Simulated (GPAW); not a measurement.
Consider O on a N site in Cu3N.

```xyz
16
Lattice="3.8070 3.8070 3.8070 -3.8070 3.8070 -3.8070 -3.8070 3.8070 3.8070" Properties=species:S:1:pos:R:3 pbc="T T T"
Cu   -3.8070    3.8070   -1.8705
Cu    0.0000    3.8070    1.9035
Cu   -3.8070    3.8070    1.8705
Cu   -3.8070    7.6140    1.9035
Cu    0.0000    1.9365    0.0000
Cu    0.0000    5.6775    0.0000
Cu   -3.8070    5.7105    0.0000
Cu    0.0000    5.7105    3.8070
Cu   -1.8705    3.8070    3.8070
Cu   -1.9035    7.6140    3.8070
Cu   -1.9035    3.8070    0.0000
Cu    1.8705    3.8070    3.8070
O     0.0000    0.0000    0.0000
N     0.0000    3.8070    0.0000
N    -3.8070    3.8070    0.0000
N     0.0000    3.8070    3.8070
```

Absorber: atom 13, with 6 Cu at 1.94 Å (octahedral; the defect atom itself). Method: GPAW, PBE, excited-electron core hole (neutral cell), 16-atom cell with 6.6 Å between holes, 5×5×5 k points, dipole transitions, Gaussian full width 0.9 eV up to 4 eV, rising linearly to 3.5 eV at 25 eV.

The database entry behind the starting cell differs from later determinations by our own check (0.1 to 0.3 % short, probably kX units), so it need not match the best structure at ambient conditions.

Q: What does the O K edge look like?

Main maxima up to 24 eV above the zero (height): 1.0 eV (3.59), 5.4 eV (1.70) and 14.3 eV (1.29). A K edge sees empty p states on the absorber. The total-energy difference is 531.96 eV. The functional leaves an error of a few eV in such absolute values.

The O K spectrum (energy from the lowest empty level; intensity scaled to a mean of 1 over the first 20 eV):

```tsv
E (eV)	intensity
-2.0	0.00
-1.4	0.00
-0.8	0.01
-0.2	0.16
0.4	1.59
1.0	3.59
1.6	2.17
2.2	1.79
2.8	1.08
3.4	0.91
4.0	0.85
4.6	1.05
5.2	1.62
5.8	1.53
6.4	0.99
7.0	0.50
7.6	0.24
8.2	0.19
8.8	0.22
9.4	0.28
10.0	0.38
10.6	0.50
11.2	0.65
11.8	0.79
12.4	0.93
13.0	1.08
13.6	1.22
14.2	1.29
14.8	1.26
15.4	1.16
16.0	1.02
16.6	0.90
17.2	0.80
17.8	0.72
18.4	0.66
19.0	0.61
19.6	0.57
20.2	0.54
20.8	0.53
21.4	0.53
22.0	0.53
22.6	0.53
23.2	0.52
23.8	0.50
24.4	0.47
25.0	0.46
25.6	0.47
26.2	0.50
26.8	0.56
```

The hole lies in one spin channel, while the script sums the empty states of both and takes the lower zero; where the two channels are split, this blurs and shifts the curve. The cell shows no gap over 0.35 eV; the host's own band filling, the defect's levels or the functional may be the cause. The starting moments shrank to 0.00 μB or less, so this is hardly a magnetic state. In so small a cell the defects form an ordered array, and no site is far from one. The mesh is coarse (0.23 Å⁻¹ between points), so small maxima may be mesh ripples.

[Banner, clock and machine lines of the logs are left out without a mark of their own.]

[Logs are printed without paths, hosts, clocks, repeated set-up lines and the standing remarks that a program may print on its own settings, such as how far it seeks lower states.]

[Hosts, paths, dates, database ids (printed as entryN), source tags and the programs' standing remarks are cut or masked in the printed files.]

[Lists of maxima count a maximum above −3 eV only where it reaches 4 % of the highest in the window and stands out from its surroundings by 2 % of it (1.5 % where it reaches 55 %); shoulders and weaker maxima are passed over, and of the rest the first, up to two pre-edge ones and the few strongest are named.]
